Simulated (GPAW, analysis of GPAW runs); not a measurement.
## Zn vacancy with two H in ZnO: local vibrational mode against experiment (GPAW)

How near does this set-up come to the measured local vibrational mode? Subject: Zn vacancy with two H in ZnO. Set-up: PBE, plane waves 500 eV, 32-site cell, PBE lattice, k: the single point 1/4 1/4 1/4, with the key encut. The model is a cell of 32 host atoms with 1 Zn taken out and 2 H put in. The frequencies come from force constants among the defect atom and its neighbours, with the masses of the isotopes named.

What was measured. Upper O-H stretch: 3349.6 cm⁻¹ at 9 K, by FTIR absorption (quoted in “Hydrogen-related defects in hydrothermally grown ZnO studied by Fourier Transform Infrared Spectroscopy”, 2010, Halvard Haug, quoting earlier work (2003)). Lower O-H stretch: 3312.2 cm⁻¹ at 9 K, by FTIR absorption (quoted in “Hydrogen-related defects in hydrothermally grown ZnO studied by Fourier Transform Infrared Spectroscopy”, 2010, Halvard Haug, quoting earlier work (2003)). The runs below try to reproduce this.

Main program and level: GPAW 26.7.0; GPAW plane-wave PAW DFT, PBE; relaxation of all atoms of a defect supercell.

**1. The starting structure**

The cell holds 33 atoms: 15 Zn, 16 O and 2 H. Cell: a = 6.533 Å, b = 6.533 Å, c = 10.541 Å, α = 90.0°, β = 90.0°, γ = 120.0°. It derives from ZnO (space group P6_3mc). Nearest the centre at fractional (0.333, 0.667, 0.500): H32 at 1.00 Å, H33 at 1.01 Å, O27 at 1.97 Å, O12 at 1.99 Å, O14 at 1.99 Å, O4 at 2.01 Å, Zn5 at 3.22 Å, Zn24 at 3.24 Å.

The host's primitive cell comes from a first run (GPAW plane-wave PAW DFT, PBE; relaxation of cell and atoms of a defect-free cell): vectors of 3.266, 3.266 and 5.271 Å. That is 12.18 Å³ an atom, 2.3 % over the diffraction cell's volume. The supercell is built on it.

**2. Relaxation, charge 0**

Every later number rests on the structure around the defect, so the atoms are relaxed at the host's lattice first.

The input, run.py:

```python
import numpy as np
from ase.io import read, write
from ase.parallel import parprint, world
from gpaw import GPAW, PW
from ase.optimize import BFGS

atoms = read('POSCAR')
calc = GPAW(mode=PW(500),
            xc='PBE',
            kpts=[[0.25, 0.25, 0.25]],
            occupations={'name': 'fermi-dirac', 'width': 0.01},
            nbands=147,
            convergence={'density': 1e-05, 'forces': 0.001},
            maxiter=150,
            symmetry='off',
            encut=1,
            txt='gpaw.txt')
atoms.calc = calc
opt = BFGS(atoms, trajectory='relax.traj', logfile='-')
done = opt.run(fmax=0.01, steps=80)
parprint('Converged:', done)
energy = atoms.get_potential_energy()
forces = atoms.get_forces()
parprint(f'Energy: {energy:.6f} eV, largest force {np.linalg.norm(forces, axis=1).max():.4f} eV/A')
calc.write('gs.gpw')
write('final.xyz', atoms)
for s in range(calc.get_number_of_spins()):
    parprint('Levels (eV), spin', s, calc.get_eigenvalues(kpt=0, spin=s)[-16:].round(3))
```

The input, POSCAR:

```
Zn O  Zn O  Zn O  Zn O  Zn O  Zn O  Zn O  Zn O  H 
 1.0000000000000000
     6.5329230732264589    0.0000000000000000    0.0000000000000000
    -3.2664615366132295    5.6575942071291268   -0.0000000039884878
    -0.0000000000000000   -0.0000000073719520   10.5410797372092109
 Zn  O   Zn  O   Zn  O   Zn  O   Zn  O   Zn  O   Zn  O   Zn  O   H  
   2   2   2   2   2   2   1   2   2   2   2   2   2   2   2   2   2
Direct
  0.1650335975414289  0.3334979697252742  0.2483773345263901
  0.3312221289643497  0.1679262632045648 -0.0005572668435814
  0.3350707326570571  0.1672079072101664  0.1878395700168604
  0.1640424679965566  0.3301666827324433  0.4389260200075505
  0.1676422851591561  0.3349670157066102  0.7482655569189242
  0.3307164494315855  0.1656693037795875  0.4986846029519839
  0.3321350643270140  0.1673213872228437  0.6878723003580219
  0.1665976741645552  0.3357958799828266  0.9383872302026913
  0.1641310687925948  0.8332770012208870  0.2488584183735229
  0.3339634030650429  0.6658149634179926  0.0016684253532606
  0.3344329148471094  0.6701270075779111  0.1893759360964130
  0.1636669355049430  0.8302456829649064  0.4397059629954202
  0.1682301326926525  0.8328433561910015  0.7514542329762832
  0.3366610059245091  0.6678920941272327  0.6888963506752398
  0.1636769407917347  0.8310396630646173  0.9403680774254265
  0.6667996096660802  0.3311521713867235  0.2512305657913876
  0.8305180451637439  0.1635834827579989 -0.0005497191836139
  0.8298902032450561  0.1646784416880785  0.1898672910538080
  0.6660882723817508  0.3359688388817666  0.4390238991653397
  0.6673837777787603  0.3307115281751152  0.7497640145935552
  0.8301983666258631  0.1655501822816107  0.5007792701857759
  0.8357726995647481  0.1661488799804967  0.6903310605443753
  0.6634352706291414  0.3319266004793081  0.9402419104951358
  0.6667894857326747  0.8304107655024781  0.2503564438713399
  0.8319303614043984  0.6684361825239356 -0.0008799424690811
  0.8326488243131063  0.6689944060588380  0.1903376506653200
  0.6645400425858387  0.8326174595207282  0.4409812256325871
  0.6657416055147310  0.8311508174694432  0.7514336159968776
  0.8331523537874733  0.6655075753752897  0.4981703690974241
  0.8299015790937398  0.6645512882335802  0.6891085283073043
  0.6634473962101581  0.8328653412342536  0.9391402367375893
  0.3368474649762120  0.6681140469153143  0.5943305100276643
  0.2480495168702093  0.4974906622520041  0.4685031092719089
```

Command:

```sh
> OMP_NUM_THREADS=1 mpirun -n 4 gpaw python run.py > stdout
```

Log:

```text
TypeError: GPAW() got an unexpected keyword argument 'encut'
```

Elapsed: 12 s, on 4 MPI ranks of Intel Xeon Platinum 8488C (Sapphire Rapids), shared host; peak memory 0.5 GiB.

The program refused the input before any cycle.

The program's message: “TypeError: GPAW() got an unexpected keyword argument 'encut'”

**3. Outcome**

The local vibrational mode was not obtained, because the step “relaxation, charge 0” was refused by the program; the cause lies in the set-up: encut is no key of this program.

[Logs are printed without paths, hosts, clocks, repeated set-up lines and the standing remarks that a program may print on its own settings, such as how far it seeks lower states.]

[Hosts, paths, dates, database ids (printed as entryN), source tags and the programs' standing remarks are cut or masked in the printed files.]

[For some hosts the program warned that the k-mesh of the response run may be too coarse for force constants and the static dielectric constant; such warnings are not shown here.]
